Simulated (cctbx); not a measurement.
**Lattice, Laue class and space group of a new crystal**

Cell: a = 8.6290 Å, b = 8.6290 Å, c = 5.8060 Å, α = 90.00°, β = 90.00°, γ = 120.00°. Expected content of the cell: Sn10 Al6 C2.

Simulated single-crystal data (cctbx): Mo Kα, λ = 0.71073 Å, to d = 0.75 Å, 70 % of the full sphere, strongest reflection 5000 counts, noise from counting, a 6 % proportional error and a noise floor of 4 counts (s.d.); no absorption, some extinction.

A first pass over the reflections prints:

```text
2613 reflections to d = 0.751 A
centring   violations  <I/sigma> of those
    A        866 of  1324      6.9
    B        848 of  1314      6.9
    C        854 of  1294      7.2
    I        867 of  1328      7.0
    R       1114 of  1729      7.0
    F       1284 of  1966      7.0
Laue class    unique    Rint  (classes that these axes allow; Friedel mates merged)
P -1             1701   0.042
P 1 1 2/m        1003   0.049
P -3              626   0.055
P -3 1 m          351   0.058
P -3 m 1          375   0.058
P 6/m             346   0.058
P 6/m m m         223   0.059
space group    extra absences  I>4sigma  <I/sigma>
P 6 2 2                 0          0         -  acentric
P 63 2 2                6          0       0.5  acentric
P 6 m m                 0          0         -  acentric
P 63 c m              253          0      -0.0  acentric
P -6 m 2                0          0         -  acentric
P -6 c 2              253          0      -0.0  acentric
P -6 2 m                0          0         -  acentric
P 6/m m m               0          0         -  centric
P 63/m c m            253          0      -0.0  centric
Wilson B = 1.68 A^2   <|E^2-1|> = 0.787 (0.968 centric, 0.736 acentric)   E^2>4: 1.0 %
shell (A)         n   <I/sigma>
 7.47 - 1.50     35     26.0
 1.50 - 1.19     31     26.7
 1.19 - 1.04     28     23.8
 1.04 - 0.95     22     26.0
 0.95 - 0.88     29     24.0
 0.88 - 0.83     28     17.7
 0.83 - 0.79     24     15.0
 0.79 - 0.75     26     21.7
```

Q: Read the symmetry from these tables.

Every centring test has many violations, so the lattice is primitive.

Rint stays low (0.042 to 0.059) up to P 6/m m m, the highest class in these axes.

9 settings pass the absence test. The most absences obeyed, 253, belong to P 63 c m, P -6 c 2 and P 63/m c m, which absences can't tell apart.

⟨|E²−1|⟩ = 0.787 leans to a non-centrosymmetric structure. Here that hint misleads: the statistic assumes many like atoms on general positions, and few, heavy or special-position atoms break it. The Wilson B of 1.68 Å² means U ≈ 0.0213 Å².

The true group is P6_3/mcm (no. 193), Laue class 6/mmm, centrosymmetric. The tables only narrow the choice to the tied entries; cell content, site symmetry and trial solutions must settle it.

The model is made up (kin elements in a known structure type, no relaxation), so it says nothing on whether the phase exists.

[Logs are printed without paths, hosts, clocks, repeated set-up lines and the standing remarks that a program may print on its own settings, such as how far it seeks lower states.]
